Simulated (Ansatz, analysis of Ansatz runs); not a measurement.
# Migration in MgH2 (P4_2/mnm): V_Mg hop (3.0 Å), charge −2, part 3 of 3

Wanted: path and barrier of a jump of Mg in MgH2 (P4_2/mnm) at charge −2. The case: V_Mg hop (3.0 Å), in a cell of 72 host atoms with 1 Mg taken out.

Ansatz 0.2.0; plane-wave PAW DFT, r2SCAN; nudged elastic band between two relaxed defect structures at fixed charge in a uniform background.

So far: The starting structure; Relaxation of the start point, charge −2; Relaxation of the end point, charge −2.

## (4) Nudged elastic band, charge −2

5 movable images are laid between the ends on a pair-potential path, which keeps atoms from colliding in the first guess. Each image feels the true force across the path and a spring force along it. The highest image is set to climb to the top of the path.

This step: plane-wave PAW DFT, r2SCAN; nudged elastic band between two relaxed defect structures at fixed charge in a uniform background.

qm2.neb/input.yaml

```yaml
crystal:
  lattice:
    - [8.97000988, 0.0, 0.0]
    - [0.0, 8.97000988, 0.0]
    - [0.0, 0.0, 8.98962369]
  atoms:
    - { symbol: Mg, position: [0.24967217, 0.24986096, 0.16689932] }
    - { symbol: Mg, position: [-0.0003361, -0.00012365, -0.00015727] }
    - { symbol: H, position: [0.34496645, 0.34510331, 0.00325062] }
    - { symbol: H, position: [0.40435203, 0.09892898, 0.16689016] }
    - { symbol: H, position: [0.15233429, 0.15258892, -0.00095022] }
    - { symbol: H, position: [0.09878182, 0.40459584, 0.16689231] }
    - { symbol: Mg, position: [0.25495632, 0.25515973, 0.50377582] }
    - { symbol: Mg, position: [-0.00034092, -0.00012853, 0.33395994] }
    - { symbol: H, position: [0.34493078, 0.3451219, 0.33054761] }
    - { symbol: H, position: [0.40324622, 0.09673918, 0.49878627] }
    - { symbol: H, position: [0.15232917, 0.15259286, 0.33474163] }
    - { symbol: H, position: [0.09658479, 0.40350046, 0.49882545] }
    - { symbol: Mg, position: [0.25493785, 0.25516478, 0.83002584] }
    - { symbol: Mg, position: [-0.0003537, -0.00016946, 0.66689101] }
    - { symbol: H, position: [0.34118968, 0.34116579, 0.66690533] }
    - { symbol: H, position: [0.40323642, 0.09673224, 0.83499757] }
    - { symbol: H, position: [0.148398, 0.14860178, 0.66689114] }
    - { symbol: H, position: [0.0965708, 0.40350672, 0.8349696] }
    - { symbol: Mg, position: [0.25088329, 0.74865354, 0.16689193] }
    - { symbol: Mg, position: [-0.0003133, 0.49987016, 0.00051484] }
    - { symbol: H, position: [0.34086106, 0.85594953, 0.00360957] }
    - { symbol: H, position: [0.40216232, 0.59731383, 0.16688556] }
    - { symbol: H, position: [0.14356028, 0.65869409, 0.00359818] }
    - { symbol: H, position: [0.09620811, 0.90334557, 0.16689035] }
    - { symbol: Mg, position: [0.25208838, 0.74744821, 0.49946662] }
    - { symbol: Mg, position: [-0.00031474, 0.49986727, 0.33328609] }
    - { symbol: H, position: [0.34083788, 0.85597988, 0.33018063] }
    - { symbol: H, position: [0.39327389, 0.60635526, 0.47990429] }
    - { symbol: H, position: [0.14357806, 0.65868495, 0.33019631] }
    - { symbol: H, position: [0.09766198, 0.90184691, 0.49886743] }
    - { symbol: Mg, position: [0.25209789, 0.74744082, 0.83431613] }
    - { symbol: Mg, position: [-0.00035476, 0.49989816, 0.66688903] }
    - { symbol: H, position: [0.34289042, 0.85328822, 0.6669064] }
    - { symbol: H, position: [0.39319647, 0.60625088, 0.8538892] }
    - { symbol: H, position: [0.14626569, 0.65662685, 0.66689445] }
    - { symbol: H, position: [0.09766091, 0.90185418, 0.83492335] }
    - { symbol: Mg, position: [0.74847003, 0.25109938, 0.16690809] }
    - { symbol: Mg, position: [0.49966329, -0.00013532, 0.00050309] }
    - { symbol: H, position: [0.85581976, 0.34102507, 0.00362405] }
    - { symbol: H, position: [0.90311645, 0.09638754, 0.16690447] }
    - { symbol: H, position: [0.65846073, 0.14378846, 0.00361026] }
    - { symbol: H, position: [0.59715216, 0.40238691, 0.16690834] }
    - { symbol: Mg, position: [0.74724593, 0.25231185, 0.49948295] }
    - { symbol: Mg, position: [0.49966566, -0.00013109, 0.33328051] }
    - { symbol: H, position: [0.85580114, 0.34103908, 0.33019838] }
    - { symbol: H, position: [0.9016325, 0.09786759, 0.49888367] }
    - { symbol: H, position: [0.65846724, 0.14379644, 0.33020236] }
    - { symbol: H, position: [0.60618541, 0.3935073, 0.47986956] }
    - { symbol: Mg, position: [0.74725106, 0.25230046, 0.83433136] }
    - { symbol: Mg, position: [0.49963496, -9.767e-05, 0.66689244] }
    - { symbol: H, position: [0.85310912, 0.3430946, 0.66690432] }
    - { symbol: H, position: [0.90163332, 0.0978546, 0.83491171] }
    - { symbol: H, position: [0.65637693, 0.14652113, 0.66690818] }
    - { symbol: H, position: [0.60625265, 0.39357691, 0.85387147] }
    - { symbol: Mg, position: [0.7496888, 0.74989285, 0.16690027] }
    - { symbol: Mg, position: [0.49968352, 0.49985312, -0.00958527] }
    - { symbol: H, position: [0.84696141, 0.84719733, -0.00095606] }
    - { symbol: H, position: [0.9006013, 0.59516522, 0.16690127] }
    - { symbol: H, position: [0.65437394, 0.65464418, 0.0032856] }
    - { symbol: H, position: [0.59495523, 0.90080247, 0.16688893] }
    - { symbol: Mg, position: [0.74430124, 0.74452434, 0.503766] }
    - { symbol: Mg, position: [0.49965165, 0.4998668, 0.34337682] }
    - { symbol: H, position: [0.84696735, 0.84717188, 0.33476111] }
    - { symbol: H, position: [0.90276149, 0.59624294, 0.49878847] }
    - { symbol: H, position: [0.65438092, 0.65463084, 0.3304948] }
    - { symbol: H, position: [0.59603421, 0.9029827, 0.49882452] }
    - { symbol: Mg, position: [0.74433955, 0.74455912, 0.83003033] }
    - { symbol: H, position: [0.85088155, 0.85110333, 0.66688732] }
    - { symbol: H, position: [0.90277622, 0.59624887, 0.83499709] }
    - { symbol: H, position: [0.65825143, 0.65839627, 0.66691632] }
    - { symbol: H, position: [0.59604001, 0.90299353, 0.83496214] }
total_charge: -2
basis:
  ecutwfc: 500
  xc_grid: 2
hamiltonian:
  xc: r2scan
kpoints:
  mp_grid: { grid: [1, 1, 1] }
scf:
  occupations: { method: fixed }
  max_iter: 150
output:
  forces: true
neb:
  images: 5
  f_tol: 0.05
  climbing: true
  initial_path: idpp
  max_iterations: 45
  order_check: false
  final_atoms:
    - { symbol: Mg, position: [0.2549114, 0.2551202, 0.17186452] }
    - { symbol: Mg, position: [-0.00033722, -0.00012711, 0.00205312] }
[... 4 atom lines left out ...]
    - { symbol: Mg, position: [0.2549052, 0.25510745, 0.49817178] }
[... 1 atom line left out ...]
    - { symbol: H, position: [0.34092746, 0.34110037, 0.33502586] }
[... 5 atom lines left out ...]
    - { symbol: H, position: [0.34487894, 0.34509746, 0.67135509] }
[... 9 atom lines left out ...]
    - { symbol: Mg, position: [0.25205936, 0.74746915, 0.50245708] }
[... 2 atom lines left out ...]
    - { symbol: H, position: [0.39324457, 0.606327, 0.5220882] }
[... 13 atom lines left out ...]
    - { symbol: H, position: [0.60610161, 0.39345375, 0.14792416] }
    - { symbol: Mg, position: [0.74724428, 0.25228432, 0.50246735] }
[... 4 atom lines left out ...]
    - { symbol: H, position: [0.60608233, 0.39345049, 0.52208385] }
[... 12 atom lines left out ...]
    - { symbol: Mg, position: [0.74440275, 0.74461531, 0.49817066] }
    - { symbol: Mg, position: [0.49964907, 0.49987091, 0.65862099] }
[... 2 atom lines left out ...]
    - { symbol: H, position: [0.65840904, 0.65860803, 0.33501831] }
[... 4 atom lines left out ...]
    - { symbol: H, position: [0.65443355, 0.65463642, 0.67136778] }
    - { symbol: H, position: [0.59499725, 0.900842, 0.83500704] }
```

Run with:

```bash
ansatz run input.yaml --threads 4 --pin off --max-ram 14131MiB --backend cpu --events-out ev --progress --plain --runs-dir out
```

Numbers of over 12 decimals in the logs are rounded to 6 here.

The program printed:

```text
[...]
Warning: neb: disabling space-group detection — the band's intermediate images generally break the endpoint symmetry, so no spatial operation reduces the k-mesh or symmetrises the density, except that a semilocal band can use its path's symmetry ahead of [...]
[...]
parallel-image band execution: 4 concurrent image workers
NEB image 0
Crystal: 71 atoms, lattice volume = 723.315 Å³
Basis set: ecut = 500 eV, 18333 PW (Γ), exchange–correlation on 144×144×144 points (8 copies of the dense FFT grid, shifted against one another)
Bands: 211, of which v1, the nominal top of the filled ones, is band 140 counted from 1 (139 counted from 0)
Symmetry: 1 space group operations
k-points: 1
[...]
SCF iter   1: F=-45079.874063 eV  HF=-45080.191037 eV  |F-HF|=3.17e-1  |Δ(HF+E_count)|=         —  Δρ=1.29e-2  dr2=1.35e0  dr2_τ=1.38e-1  ethr=1.77e-3  ⟨swp⟩=7.0  Hψ=599  notcnv=0  defer=64
[...]
SCF iter   7: F=-45080.226062 eV  HF=-45080.226062 eV  |F-HF|=3.38e-9  |Δ(HF+E_count)|=   2.16e-7  Δρ=1.01e-6  dr2=4.34e-9  dr2_τ=2.04e-10  ethr=3.57e-11  ⟨swp⟩=5.0  Hψ=563  notcnv=0
SCF 1 converged in 7 iterations: F = -45080.226062 eV  dr2 = 4.34e-9
[...]
NSCF: frozen V_eff on 1 k-points
NEB image 6
SCF iter   1: F=-45079.873830 eV  HF=-45080.191456 eV  |F-HF|=3.18e-1  |Δ(HF+E_count)|=         —  Δρ=1.29e-2  dr2=1.35e0  dr2_τ=1.38e-1  ethr=1.77e-3  ⟨swp⟩=7.0  Hψ=598  notcnv=0  defer=64
[...]
SCF iter   7: F=-45080.226074 eV  HF=-45080.226074 eV  |F-HF|=3.42e-9  |Δ(HF+E_count)|=   2.15e-7  Δρ=1.01e-6  dr2=4.29e-9  dr2_τ=2.05e-10  ethr=3.57e-11  ⟨swp⟩=5.0  Hψ=544  notcnv=0
SCF 2 converged in 7 iterations: F = -45080.226074 eV  dr2 = 4.29e-9
[...]
NEB end point (image 0): max|allowed force component| = 3.923e-3 eV/Å (the criterion of neb.relax_end_points is 1.000e-2)
NEB end point (image 6): max|allowed force component| = 5.251e-3 eV/Å (the criterion of neb.relax_end_points is 1.000e-2)
NEB image 1
SCF iter   1: F=-45079.443101 eV  HF=-45079.771782 eV  |F-HF|=3.29e-1  |Δ(HF+E_count)|=         —  Δρ=1.29e-2  dr2=1.35e0  dr2_τ=1.39e-1  ethr=1.77e-3  ⟨swp⟩=6.0  Hψ=592  notcnv=0  defer=68
[...]
SCF iter   7: F=-45079.796945 eV  HF=-45079.796945 eV  |F-HF|=2.62e-9  |Δ(HF+E_count)|=   2.19e-7  Δρ=1.05e-6  dr2=4.37e-9  dr2_τ=1.93e-10  ethr=3.57e-11  ⟨swp⟩=5.0  Hψ=550  notcnv=0
SCF 3 converged in 7 iterations: F = -45079.796945 eV  dr2 = 4.37e-9
NEB image 2
SCF iter   1: F=-45078.721482 eV  HF=-45079.101156 eV  |F-HF|=3.80e-1  |Δ(HF+E_count)|=         —  Δρ=1.30e-2  dr2=1.40e0  dr2_τ=1.41e-1  ethr=1.77e-3  ⟨swp⟩=6.0  Hψ=604  notcnv=0  defer=68
[...]
SCF iter   7: F=-45079.101823 eV  HF=-45079.101823 eV  |F-HF|=3.76e-9  |Δ(HF+E_count)|=   2.62e-7  Δρ=1.22e-6  dr2=7.39e-9  dr2_τ=2.53e-10  ethr=3.57e-11  ⟨swp⟩=5.0  Hψ=636  notcnv=0
SCF 4 converged in 7 iterations: F = -45079.101823 eV  dr2 = 7.39e-9
NEB image 3
SCF iter   1: F=-45078.340195 eV  HF=-45078.778047 eV  |F-HF|=4.38e-1  |Δ(HF+E_count)|=         —  Δρ=1.30e-2  dr2=1.45e0  dr2_τ=1.43e-1  ethr=1.77e-3  ⟨swp⟩=7.0  Hψ=606  notcnv=0  defer=68
[...]
SCF iter   7: F=-45078.754888 eV  HF=-45078.754888 eV  |F-HF|=5.19e-9  |Δ(HF+E_count)|=   2.41e-7  Δρ=1.23e-6  dr2=7.81e-9  dr2_τ=2.79e-10  ethr=3.57e-11  ⟨swp⟩=5.0  Hψ=636  notcnv=0
SCF 5 converged in 7 iterations: F = -45078.754888 eV  dr2 = 7.81e-9
NEB image 4
SCF iter   1: F=-45078.722488 eV  HF=-45079.102310 eV  |F-HF|=3.80e-1  |Δ(HF+E_count)|=         —  Δρ=1.30e-2  dr2=1.40e0  dr2_τ=1.41e-1  ethr=1.77e-3  ⟨swp⟩=6.0  Hψ=604  notcnv=0  defer=68
[...]
SCF iter   7: F=-45079.102880 eV  HF=-45079.102880 eV  |F-HF|=3.90e-9  |Δ(HF+E_count)|=   2.62e-7  Δρ=1.21e-6  dr2=6.93e-9  dr2_τ=2.57e-10  ethr=3.57e-11  ⟨swp⟩=5.0  Hψ=636  notcnv=0
SCF 6 converged in 7 iterations: F = -45079.102880 eV  dr2 = 6.93e-9
NEB image 5
SCF iter   1: F=-45079.444146 eV  HF=-45079.773024 eV  |F-HF|=3.29e-1  |Δ(HF+E_count)|=         —  Δρ=1.29e-2  dr2=1.35e0  dr2_τ=1.39e-1  ethr=1.77e-3  ⟨swp⟩=6.0  Hψ=592  notcnv=0  defer=67
[...]
SCF iter   7: F=-45079.798057 eV  HF=-45079.798057 eV  |F-HF|=2.57e-9  |Δ(HF+E_count)|=   2.26e-7  Δρ=1.05e-6  dr2=4.40e-9  dr2_τ=1.92e-10  ethr=3.57e-11  ⟨swp⟩=5.0  Hψ=550  notcnv=0
SCF 7 converged in 7 iterations: F = -45079.798057 eV  dr2 = 4.40e-9
NEB iter   1: max|band force component| = 8.782e-1 eV/Å  barrier→ = 1.4712 eV  barrier← = 1.4712 eV  Δτ_max = 0.2000 Å  (49 SCF iters)
[... from here on, the SCF cycles and remarks between the steps are left out ...]
NEB iter   2: max|band force component| = 4.268e-1 eV/Å  barrier→ = 1.0319 eV  barrier← = 1.0319 eV  CI = image 3  Δτ_max = 0.0767 Å  (35 SCF iters)
NEB iter   3: max|band force component| = 2.211e-1 eV/Å  barrier→ = 0.9458 eV  barrier← = 0.9458 eV  CI = image 3  Δτ_max = 0.0395 Å  (30 SCF iters)
NEB iter   4: max|band force component| = 1.270e-1 eV/Å  barrier→ = 0.9312 eV  barrier← = 0.9312 eV  CI = image 3  Δτ_max = 0.0697 Å  (25 SCF iters)
NEB iter   5: max|band force component| = 1.849e-1 eV/Å  barrier→ = 0.9127 eV  barrier← = 0.9127 eV  CI = image 3  Δτ_max = 0.0350 Å  (26 SCF iters)
[...]
NEB iter  12: max|band force component| = 4.383e-2 eV/Å  barrier→ = 0.8271 eV  barrier← = 0.8271 eV  CI = image 3  Δτ_max = 0.0000 Å  (26 SCF iters)
NEB image 3
[...]
SCF iter   2: F=-45079.398979 eV  HF=-45079.398979 eV  |F-HF|=2.23e-9  |Δ(HF+E_count)|=   3.80e-9  Δρ=6.38e-7  dr2=3.75e-9  dr2_τ=6.23e-11  ethr=3.34e-12  ⟨swp⟩=3.0  Hψ=478  notcnv=0
SCF 63 converged in 2 iterations: F = -45079.398979 eV  dr2 = 3.75e-9
[...]
SCF converged after 2 iterations
Free energy (F): -45079.398979 eV
[...]
Internal energy: -45079.398979 eV  (E = F + TS)
E sigma→0 (E₀):  -45079.398979 eV
Fermi energy:    1.813726 eV
[...]
--- Forces (eV/Å), atoms counted from 1 ---
  atom   1  Mg    -0.00500816    -0.00505646    -0.02006609
  atom   2  Mg    -0.00059113     0.00061201    -0.00054918
  [... 4 atoms left out ...]
  atom   7  Mg     0.00442695     0.00329389     0.00088263
  [... 1 atom left out ...]
  atom   9  H      0.00718973     0.00801735     0.00858886
  [... 5 atoms left out ...]
  atom  15  H      0.00317083     0.00390297    -0.00379063
  [... 12 atoms left out ...]
  atom  28  H     -0.01794497    -0.00608311    -0.00453714
  [... 14 atoms left out ...]
  atom  43  Mg     0.00683082     0.01030723    -0.00467428
  [... 4 atoms left out ...]
  atom  48  H     -0.00860508    -0.01404208    -0.00454017
  [... 12 atoms left out ...]
  atom  61  Mg    -0.00095432    -0.00364405    -0.00083790
  atom  62  Mg    -0.03382186    -0.04383702    -0.01141359
  [... 2 atoms left out ...]
  atom  65  H      0.00955206     0.01451472    -0.01647015
  [... 4 atoms left out ...]
  atom  70  H      0.02360985     0.02765227     0.03754421
  [... 1 atom left out ...]
  max |Σ_I F_I| component: 2.44e-3 eV/Å
--- Band table (eV) ---
[...]
this run last wrote the band of iteration 12 to <dir>
--- NEB band (7 images, 12 band iterations, 358 SCF iterations) ---
  forward barrier  = 0.827083 eV
  backward barrier = 0.827095 eV
  climbing image's point = of an order that was not read
  energies are F+E_penalty+E_count in eV, relative to image 0
  image     s (Å)  Δ vs image 0  max|band force component| (eV/Å)
      0    0.0000      0.000000                                 —
      1    0.6238      0.238524                          5.859e-3
      2    1.2474      0.745143                          2.068e-2
  *   3    1.8710      0.827083                          4.383e-2
      4    2.4953      0.746658                          1.119e-2
      5    3.1196      0.237885                          4.544e-3
      6    3.7437     -0.000012                                 —
  climbing-image geometry (image 3):
  cell:  # Å, volume = 723.3148 Å³
    - [8.97000988, 0.0, 0.0]
    - [0.0, 8.97000988, 0.0]
    - [0.0, 0.0, 8.98962369]
  atoms:
    - { symbol: Mg, position: [0.255636, 0.255853, 0.170748] }
    - { symbol: Mg, position: [-0.000870, -0.000682, 0.000932] }
    - { symbol: H, position: [0.344915, 0.345152, 0.001000] }
    - { symbol: H, position: [0.404953, 0.097284, 0.166877] }
    - { symbol: H, position: [0.153431, 0.153676, 0.000895] }
    - { symbol: H, position: [0.097021, 0.405122, 0.166875] }
    - { symbol: Mg, position: [0.257424, 0.257649, 0.500951] }
    - { symbol: Mg, position: [0.002958, 0.003147, 0.329453] }
    - { symbol: H, position: [0.343089, 0.343272, 0.335125] }
    - { symbol: H, position: [0.403384, 0.095589, 0.500939] }
    - { symbol: H, position: [0.150395, 0.150589, 0.335951] }
    - { symbol: H, position: [0.095332, 0.403534, 0.500936] }
    - { symbol: Mg, position: [0.255677, 0.255900, 0.831164] }
    - { symbol: Mg, position: [0.002871, 0.003061, 0.672503] }
    - { symbol: H, position: [0.343152, 0.343345, 0.666709] }
    - { symbol: H, position: [0.404930, 0.097278, 0.835055] }
    - { symbol: H, position: [0.150367, 0.150559, 0.665947] }
    - { symbol: H, position: [0.097008, 0.405108, 0.835048] }
    - { symbol: Mg, position: [0.252921, 0.745506, 0.166507] }
    - { symbol: Mg, position: [-0.002621, 0.498961, 0.000946] }
    - { symbol: H, position: [0.337484, 0.858453, 0.000968] }
    - { symbol: H, position: [0.400167, 0.606461, 0.155321] }
    - { symbol: H, position: [0.139349, 0.658890, 0.000935] }
    - { symbol: H, position: [0.097210, 0.902159, 0.166256] }
    - { symbol: Mg, position: [0.237746, 0.755740, 0.501045] }
    - { symbol: Mg, position: [0.000866, 0.497889, 0.334330] }
    - { symbol: H, position: [0.338658, 0.855632, 0.335820] }
    - { symbol: H, position: [0.362922, 0.603127, 0.501448] }
    - { symbol: H, position: [0.138900, 0.661449, 0.331228] }
    - { symbol: H, position: [0.086372, 0.901172, 0.501013] }
    - { symbol: Mg, position: [0.252977, 0.745468, 0.835410] }
    - { symbol: Mg, position: [0.000869, 0.497832, 0.667546] }
    - { symbol: H, position: [0.338689, 0.855611, 0.666113] }
    - { symbol: H, position: [0.400191, 0.606439, 0.846655] }
    - { symbol: H, position: [0.138840, 0.661425, 0.670731] }
    - { symbol: H, position: [0.097255, 0.902100, 0.835625] }
    - { symbol: Mg, position: [0.745312, 0.253106, 0.166514] }
    - { symbol: Mg, position: [0.498755, -0.002418, 0.000945] }
[...]
- { symbol: Mg, position: [0.755557, 0.237954, 0.501045] }
    - { symbol: Mg, position: [0.497655, 0.001088, 0.334323] }
[...]
- { symbol: Mg, position: [0.745276, 0.253162, 0.835401] }
    - { symbol: Mg, position: [0.497594, 0.001098, 0.667564] }
[...]
- { symbol: Mg, position: [0.741169, 0.741380, 0.169190] }
    - { symbol: Mg, position: [0.498503, 0.498691, 0.000959] }
[...]
- { symbol: Mg, position: [0.770564, 0.770808, 0.500838] }
    - { symbol: Mg, position: [0.543908, 0.544173, 0.500902] }
    - { symbol: H, position: [0.850505, 0.850726, 0.325479] }
    - { symbol: H, position: [0.903543, 0.599123, 0.500938] }
    - { symbol: H, position: [0.657400, 0.657381, 0.356816] }
    - { symbol: H, position: [0.598996, 0.903883, 0.500958] }
    - { symbol: Mg, position: [0.740795, 0.741000, 0.832491] }
    - { symbol: H, position: [0.850264, 0.850491, 0.676382] }
    - { symbol: H, position: [0.895294, 0.592122, 0.831860] }
    - { symbol: H, position: [0.657074, 0.657102, 0.644375] }
    - { symbol: H, position: [0.591953, 0.895549, 0.831870] }
```

Run time: 12 min. Hardware: 4 threads of Arm Neoverse V1, shared host; peak memory 3.3 GiB.

In the SCF lines HF is the Harris–Foulkes energy and dr2 the Hartree energy of the density residual, in eV; the loop may stop once dr2 is under the threshold and the program's other checks hold. Hψ counts applications of the Hamiltonian.

Images along the path:

```
image  path (Å)  energy (eV)    Mg62: x, y, z (Å)
    0     0.000       0.0000  4.482, 4.484, 3.087
    1     0.624       0.2385  4.559, 4.561, 3.453
    2     1.247       0.7451  4.716, 4.718, 3.966
    3     1.871       0.8271  4.879, 4.881, 4.503
    4     2.495       0.7467  4.721, 4.723, 5.044
    5     3.120       0.2379  4.562, 4.563, 5.557
    6     3.744       0.0000  4.482, 4.484, 5.921
```

This step gave:

```yaml
free_energy: -45079.3990 eV
barrier_forward: 0.8271 eV
barrier_backward: 0.8271 eV
end_less_start: -1.16e-5 eV
hop_length: 2.834 Å
```

Track of the atom that was set to move:

```
image  x (Å)  y (Å)  z (Å)  nearest neighbour  distance (Å)
    0  4.482  4.484  3.087                  H         1.825
    1  4.559  4.561  3.453                  H         1.787
    2  4.716  4.718  3.966                  H         1.708
    3  4.879  4.881  4.503                  H         1.707
    4  4.721  4.723  5.044                  H         1.711
    5  4.562  4.563  5.557                  H         1.789
    6  4.482  4.484  5.921                  H         1.825
```

The band met its tolerance of 0.05 eV/Å after 12 iterations, with image 3 on top (the start counts as 0). Mg62, which moves farthest between the ends, has 6 H at 1.82 to 2.01 Å nearest at the start and 4 H at 1.71 to 1.94 Å at the top.

## (5) What came out

| Property | Result |
| --- | --- |
| barrier forward | 0.83 eV |
| barrier backward | 0.83 eV |
| end less start | 0.00 eV |
| hop length | 2.83 Å |
| band iterations, as the log counts them | 12 |

**Reading.** The top of the band lies 0.83 eV above the start and 0.83 eV above the end, which are alike in energy and neighbours. With an assumed prefactor of 1e13 per second it gives one hop a second along this one path at about 320 K; whether such hops link up through the crystal wasn't checked. At the top Mg62 stands 1.71 Å from its nearest H, 0.12 Å closer than at the start. The order of the top as a saddle was not checked for all atoms, so a bent path could be lower. No image-charge correction is applied; it largely cancels along a path if the charge stays localised alike. Keep in mind: sampling at the zone centre alone can move energies of charged and open-shell states by tenths of an eV or more in cells of this size; periodic copies of the defect are only 9.0 Å apart.

[Logs are printed without paths, hosts, clocks, repeated set-up lines and the standing remarks that a program may print on its own settings, such as how far it seeks lower states.]

[Hosts, paths, dates, database ids (printed as entryN), source tags and the programs' standing remarks are cut or masked in the printed files.]
